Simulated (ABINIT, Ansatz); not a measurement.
## Hf (Hafnium): from the cell to the phonon bands

How does Hf (Hafnium) vibrate, and is this structure a minimum?

Program: ABINIT 10.8.3. Level of theory: DFT PBE, scalar-relativistic, plane waves, PseudoDojo norm-conserving pseudopotentials. Results are calculated unless marked as measured.

### 1. Set-up

The structure is hexagonal, space group P6_3/mmc (No. 194). The conventional cell has a = 3.197 Å, b = 3.197 Å, c = 5.058 Å, α = 90.00°, β = 90.00°, γ = 120.00°. Nearest to Hf lie 12 Hf at 3.13 to 3.20 Å.

### 2. A probe with smearing

A first run with smearing and empty bands tells whether the crystal has a gap, which decides between fixed occupations and smearing later on.

File probe.abi:

```
# ground state
tolvrs 1.0d-08
prtden 1
prtwf 1

# basis, mesh and filling
ecut 25.0
ngkpt 6 6 4
nshiftk 1
shiftk 0.0 0.0 0.0
istwfk *1
occopt 7
tsmear 0.005
nband 19
nstep 100
diemac 9.0
prtebands 0
prtgsr 0

# cell and atoms
acell 3*1.0 Angstrom
rprim 
    3.1967 0.0 0.0
    -1.59835 2.768423408 0.0
    0.0 0.0 5.0578
ntypat 1
znucl 72
natom 2
typat 1 1
xred 
    1/3 2/3 0.25
    2/3 1/3 0.75
pp_dirpath "./pseudo"
pseudos "Hf.upf"
```

The run is started by

```bash
OMP_NUM_THREADS=1 mpirun -n 8 abinit probe.abi > probe.log
```

Numbers of over 12 decimals in the logs are rounded to 6 here.

probe.abo, the main output file:

```text
[banners, grids, parts of the stress and lines that vanish by symmetry left out]
- input  file    -> probe.abi
- output file    -> probe.abo
- root for input  files -> probei
[...]
Symmetries : space group P6_3/m m c (#194); Bravais hP (primitive hexag.)
[...]
mpw =        1824          nfft =       40500          nkpt =          21
[...]
== DATASET  1 ==================================================================
[...]
cutoff_energies: {ecut:  25.0, pawecutdg:  -1.0, }
[...]
ETOT  1  -112.77360684472    -1.128E+02 1.188E-01 1.731E+01
 ETOT  2  -112.82613507268    -5.253E-02 2.222E-02 8.420E-01
 ETOT  3  -112.82638427402    -2.492E-04 3.789E-03 6.678E-04
 ETOT  4  -112.82638450720    -2.332E-07 1.818E-03 6.981E-06
 ETOT  5  -112.82638450877    -1.575E-09 1.237E-03 9.073E-08
 ETOT  6  -112.82638450879    -1.714E-11 1.022E-03 8.178E-10
 At SCF step    6       vres2   =  8.18E-10 < tolvrs=  1.00E-08 =>converged.
[...]
sigma(1 1)= -5.40083275E-06  sigma(3 2)=  0.00000000E+00
  sigma(2 2)= -5.40083044E-06  sigma(3 1)=  0.00000000E+00
  sigma(3 3)= -3.61351489E-05  sigma(2 1)=  0.00000000E+00
[...]
convergence: {deltae: -1.714E-11, res2:  8.178E-10, residm:  1.022E-03, diffor: null, }
etotal    :  -1.12826385E+02
[...]
sigma(1 1)= -5.40083275E-06  sigma(3 2)=  0.00000000E+00
  sigma(2 2)= -5.40083044E-06  sigma(3 1)=  0.00000000E+00
  sigma(3 3)= -3.61351489E-05  sigma(2 1)=  0.00000000E+00
[...]
- sigma(1 1)= -1.58897985E-01  sigma(3 2)=  0.00000000E+00
- sigma(2 2)= -1.58897917E-01  sigma(3 1)=  0.00000000E+00
- sigma(3 3)= -1.06313278E+00  sigma(2 1)=  0.00000000E+00
[...]
fcart     -2.6744201611E-28 -7.7203860005E-28  1.1539276080E-25
           strten     -5.4008327512E-06 -5.4008304361E-06 -3.6135148874E-05
================================================================================

[key lines of the parts left out:]
pressure_GPa:   4.6031E-01
```

The job ended after 4.8 s (8 MPI ranks of Arm Neoverse V1, shared host; 38 s of CPU time).

This step gave:

| Item | Value |
| --- | --- |
| volume per atom | 22.38 Å³ |
| pressure | 0.4603 GPa |
| gap on the k-mesh | 0 eV |

No gap opens on this mesh, so smearing is kept; the printed pressure holds the stress of the finite basis too.

### 3. Relaxation

The harmonic expansion needs vanishing forces, and a free crystal bears no stress, so cell and atoms are brought to rest. Stress is more sensitive to the basis than forces are: the last 3 Ha under the cutoff are smoothed with ecutsm, and the cutoff is raised above that of the later runs.

File relax.abi:

```
# relaxation
ionmov 2
optcell 2
dilatmx 1.08
ntime 40
tolmxf 1.0d-05
tolvrs 1.0d-14
prtwf 0
prtden 0
chksymtnons 0

# basis, mesh and filling
ecut 32.0
ecutsm 3.0
ngkpt 12 12 6
nshiftk 1
shiftk 0.0 0.0 0.0
istwfk *1
occopt 7
tsmear 0.01
nband 19
nstep 100
diemac 1000000.0
prtebands 0
prtgsr 0

# cell and atoms
acell 3*1.0 Angstrom
rprim 
    3.1967 0.0 0.0
    -1.59835 2.768423408 0.0
    0.0 0.0 5.0578
ntypat 1
znucl 72
natom 2
typat 1 1
xred 
    1/3 2/3 0.25
    2/3 1/3 0.75
pp_dirpath "./pseudo"
pseudos "Hf.upf"
```

The run is started by

```bash
OMP_NUM_THREADS=1 mpirun -n 8 abinit relax.abi > relax.log
```

relax.abo, the main output file:

```text
[banners, grids, parts of the stress and lines that vanish by symmetry left out]
- input  file    -> relax.abi
- output file    -> relax.abo
- root for input  files -> relaxi
[...]
Symmetries : space group P6_3/m m c (#194); Bravais hP (primitive hexag.)
[...]
mpw =        3333          nfft =       69984          nkpt =          76
[...]
== DATASET  1 ==================================================================
[...]
cutoff_energies: {ecut:  32.0, pawecutdg:  -1.0, }
[...]
ETOT  1  -112.77650937043    -1.128E+02 1.388E-01 2.647E+01
 ETOT  2  -112.82839246051    -5.188E-02 3.155E-02 3.679E-01
 ETOT  3  -112.82846794816    -7.549E-05 5.314E-03 5.566E-03
 ETOT  4  -112.82846867106    -7.229E-07 3.768E-03 3.058E-05
 ETOT  5  -112.82846867459    -3.522E-09 3.916E-03 3.674E-07
[...]
At SCF step    9       vres2   =  1.12E-15 < tolvrs=  1.00E-14 =>converged.
[...]
sigma(1 1)= -2.87912337E-05  sigma(3 2)=  0.00000000E+00
  sigma(2 2)= -2.87912314E-05  sigma(3 1)=  0.00000000E+00
  sigma(3 3)= -3.27541737E-05  sigma(2 1)=  0.00000000E+00
[...]
convergence: {deltae: -1.904E-12, res2:  1.125E-15, residm:  4.144E-04, diffor: null, }
etotal    :  -1.12828469E+02
[...]
ETOT  1  -112.82845908098    -1.128E+02 3.374E-04 2.179E-01
[...]
At SCF step    8       vres2   =  1.52E-15 < tolvrs=  1.00E-14 =>converged.
[...]
sigma(1 1)= -1.88804661E-05  sigma(3 2)=  0.00000000E+00
  sigma(2 2)= -1.88804638E-05  sigma(3 1)=  0.00000000E+00
  sigma(3 3)= -2.19095142E-05  sigma(2 1)=  0.00000000E+00
[...]
convergence: {deltae:  8.242E-13, res2:  1.522E-15, residm:  4.875E-05, diffor: null, }
etotal    :  -1.12828489E+02
[...]
ETOT  1  -112.82838813985    -1.128E+02 3.247E-05 8.451E-01
[...]
At SCF step    8       vres2   =  6.12E-15 < tolvrs=  1.00E-14 =>converged.
[...]
sigma(1 1)=  2.50910440E-07  sigma(3 2)=  0.00000000E+00
  sigma(2 2)=  2.50912719E-07  sigma(3 1)=  0.00000000E+00
  sigma(3 3)= -8.29977893E-07  sigma(2 1)=  0.00000000E+00
[...]
convergence: {deltae: -8.242E-13, res2:  6.122E-15, residm:  5.913E-06, diffor: null, }
etotal    :  -1.12828505E+02
[...]
ETOT  1  -112.82850541779    -1.128E+02 5.029E-06 6.008E-05
[...]
At SCF step    6       vres2   =  1.44E-15 < tolvrs=  1.00E-14 =>converged.
[...]
sigma(1 1)=  3.40720093E-07  sigma(3 2)=  0.00000000E+00
  sigma(2 2)=  3.40722372E-07  sigma(3 1)=  0.00000000E+00
  sigma(3 3)= -5.89307751E-07  sigma(2 1)=  0.00000000E+00
[...]
convergence: {deltae: -6.821E-13, res2:  1.443E-15, residm:  3.080E-06, diffor: null, }
etotal    :  -1.12828505E+02
[...]
ETOT  1  -112.82850538152    -1.128E+02 6.033E-06 3.221E-04
[...]
At SCF step    7       vres2   =  6.12E-16 < tolvrs=  1.00E-14 =>converged.
[...]
sigma(1 1)=  3.16442740E-07  sigma(3 2)=  0.00000000E+00
  sigma(2 2)=  3.16445019E-07  sigma(3 1)=  0.00000000E+00
  sigma(3 3)= -1.77544581E-08  sigma(2 1)=  0.00000000E+00
[...]
convergence: {deltae: -1.194E-12, res2:  6.116E-16, residm:  3.357E-06, diffor: null, }
etotal    :  -1.12828505E+02
[...]
ETOT  1  -112.82850543349    -1.128E+02 2.825E-06 7.238E-05
[...]
At SCF step    6       vres2   =  9.18E-15 < tolvrs=  1.00E-14 =>converged.
[...]
sigma(1 1)=  1.31801521E-07  sigma(3 2)=  0.00000000E+00
  sigma(2 2)=  1.31803800E-07  sigma(3 1)=  0.00000000E+00
  sigma(3 3)=  7.78682974E-08  sigma(2 1)=  0.00000000E+00
[...]
convergence: {deltae: -8.384E-13, res2:  9.180E-15, residm:  2.153E-06, diffor: null, }
etotal    :  -1.12828505E+02
[...]
ETOT  1  -112.82850544461    -1.128E+02 2.107E-06 2.283E-05
[...]
ETOT  5  -112.82850544799     1.421E-14 1.638E-06 1.862E-13
 ETOT  6  -112.82850544799     8.527E-14 1.915E-06 2.322E-15
 At SCF step    6       vres2   =  2.32E-15 < tolvrs=  1.00E-14 =>converged.
[...]
sigma(1 1)=  1.43060112E-08  sigma(3 2)=  0.00000000E+00
  sigma(2 2)=  1.43082904E-08  sigma(3 1)=  0.00000000E+00
  sigma(3 3)=  2.48200722E-08  sigma(2 1)=  0.00000000E+00
[...]
convergence: {deltae:  8.527E-14, res2:  2.322E-15, residm:  1.915E-06, diffor: null, }
etotal    :  -1.12828505E+02
[...]
At Broyd/MD step   7, gradients are converged :
[...]
sigma(1 1)=  1.43060112E-08  sigma(3 2)=  0.00000000E+00
  sigma(2 2)=  1.43082904E-08  sigma(3 1)=  0.00000000E+00
  sigma(3 3)=  2.48200722E-08  sigma(2 1)=  0.00000000E+00
[...]
- sigma(1 1)=  4.20897381E-04  sigma(3 2)=  0.00000000E+00
- sigma(2 2)=  4.20964437E-04  sigma(3 1)=  0.00000000E+00
- sigma(3 3)=  7.30231736E-04  sigma(2 1)=  0.00000000E+00
[...]
fcart      3.5571009676E-28  2.0536932014E-28 -0.0000000000E+00
           strten      1.4306011200E-08  1.4308290398E-08  2.4820072235E-08
================================================================================

[key lines of the parts left out:]
pressure_GPa:  -5.2403E-04
Total energy (etotal) [Ha]= -1.12828505447994E+02
```

Wall time 2 min (8 MPI ranks); 16 min of CPU time.

Relaxation path:

```tsv
step	energy less that of the first step (eV)	largest force (eV/Å)	volume (Å³)
1	0.0000	0.0000	44.76
2	-0.0006	0.0000	44.88
3	-0.0010	0.0000	45.12
4	-0.0010	0.0000	45.12
5	-0.0010	0.0000	45.12
6	-0.0010	0.0000	45.12
7	-0.0010	0.0000	45.12
```

```tsv
conventional cell, symmetrised	before	after	change
a (Å)	3.197	3.205	+0.2 %
b (Å)	3.197	3.205	+0.2 %
c (Å)	5.058	5.074	+0.3 %
volume (Å³/atom)	22.38	22.56	+0.8 %
```

Final coordinates:

```xyz
2
Lattice="3.2046 0.0000 0.0000 -1.6023 2.7753 0.0000 0.0000 0.0000 5.0736" Properties=species:S:1:pos:R:3 pbc="T T T"
Hf    0.0000    1.8502    1.2684
Hf    1.6023    0.9251    3.8052
```

Numbers from this step:

```yaml
volume_per_atom: 22.56 Å³
pressure: -5.24e-4 GPa
```

The volume changes by +0.8 % in this run and stands +0.8 % from the first cell.

### 4. Ground state

First-order wavefunctions inherit every error of the ground state, hence the very tight tolvrs. Smearing stays on, as the first look found no gap above 0.3 eV.

File gs.abi:

```
# ground state
tolvrs 1.0d-16
prtden 1
prtwf 1

# basis, mesh and filling
ecut 25.0
ngkpt 12 12 6
nshiftk 1
shiftk 0.0 0.0 0.0
istwfk *1
occopt 7
tsmear 0.01
nband 19
nstep 100
diemac 1000000.0
prtebands 0
prtgsr 0

# cell and atoms
acell 3*1.0 Angstrom
rprim 
    3.20460173 0.0 0.0
    -1.602300865 2.775266507 0.0
    0.0 0.0 5.073567145
ntypat 1
znucl 72
natom 2
typat 1 1
xred 
    1/3 2/3 0.25
    2/3 1/3 0.75
pp_dirpath "./pseudo"
pseudos "Hf.upf"
```

The run is started by

```bash
OMP_NUM_THREADS=1 mpirun -n 8 abinit gs.abi > gs.log
```

gs.abo, the main output file:

```text
[banners, grids, parts of the stress and lines that vanish by symmetry left out]
- input  file    -> gs.abi
- output file    -> gs.abo
- root for input  files -> gsi
[...]
Symmetries : space group P6_3/m m c (#194); Bravais hP (primitive hexag.)
[...]
mpw =        1846          nfft =       40500          nkpt =          76
[...]
== DATASET  1 ==================================================================
[...]
cutoff_energies: {ecut:  25.0, pawecutdg:  -1.0, }
[...]
ETOT  1  -112.78028603544    -1.128E+02 1.182E-01 1.673E+01
 ETOT  2  -112.82793145109    -4.765E-02 1.235E-02 3.874E-01
 ETOT  3  -112.82805707448    -1.256E-04 6.587E-03 1.533E-03
 ETOT  4  -112.82805743581    -3.613E-07 2.251E-03 1.543E-05
 ETOT  5  -112.82805743926    -3.442E-09 8.739E-04 2.043E-07
[...]
ETOT  9  -112.82805743930    -5.258E-13 4.021E-04 4.623E-16
 ETOT 10  -112.82805743930     2.075E-12 4.483E-04 9.385E-18
 At SCF step   10       vres2   =  9.38E-18 < tolvrs=  1.00E-16 =>converged.
[...]
sigma(1 1)=  1.93192416E-05  sigma(3 2)=  0.00000000E+00
  sigma(2 2)=  1.93192432E-05  sigma(3 1)=  0.00000000E+00
  sigma(3 3)=  1.93520563E-05  sigma(2 1)=  0.00000000E+00
[...]
convergence: {deltae:  2.075E-12, res2:  9.385E-18, residm:  4.483E-04, diffor: null, }
etotal    :  -1.12828057E+02
[...]
sigma(1 1)=  1.93192416E-05  sigma(3 2)=  0.00000000E+00
  sigma(2 2)=  1.93192432E-05  sigma(3 1)=  0.00000000E+00
  sigma(3 3)=  1.93520563E-05  sigma(2 1)=  0.00000000E+00
[...]
- sigma(1 1)=  5.68391711E-01  sigma(3 2)=  0.00000000E+00
- sigma(2 2)=  5.68391757E-01  sigma(3 1)=  0.00000000E+00
- sigma(3 3)=  5.69357154E-01  sigma(2 1)=  0.00000000E+00
[...]
fcart      1.7785504824E-28 -3.0805397995E-28 -0.0000000000E+00
           strten      1.9319241586E-05  1.9319243157E-05  1.9352056337E-05
================================================================================

[key lines of the parts left out:]
pressure_GPa:  -5.6871E-01
```

Elapsed: 16 s, on 8 MPI ranks.

Numbers from this step:

```yaml
pressure: -0.5687 GPa
```

The cell stands at -0.57 GPa: the relaxation ran with a smoothed and higher cutoff, and the difference is a stress of the finite basis.

(Continued in part 2 of 4.)

[Host names and launcher messages were left out of these logs when they were recorded.]

[Logs are printed without paths, hosts, clocks, repeated set-up lines and the standing remarks that a program may print on its own settings, such as how far it seeks lower states.]

[Hosts, paths, dates, database ids (printed as entryN), source tags and the programs' standing remarks are cut or masked in the printed files.]
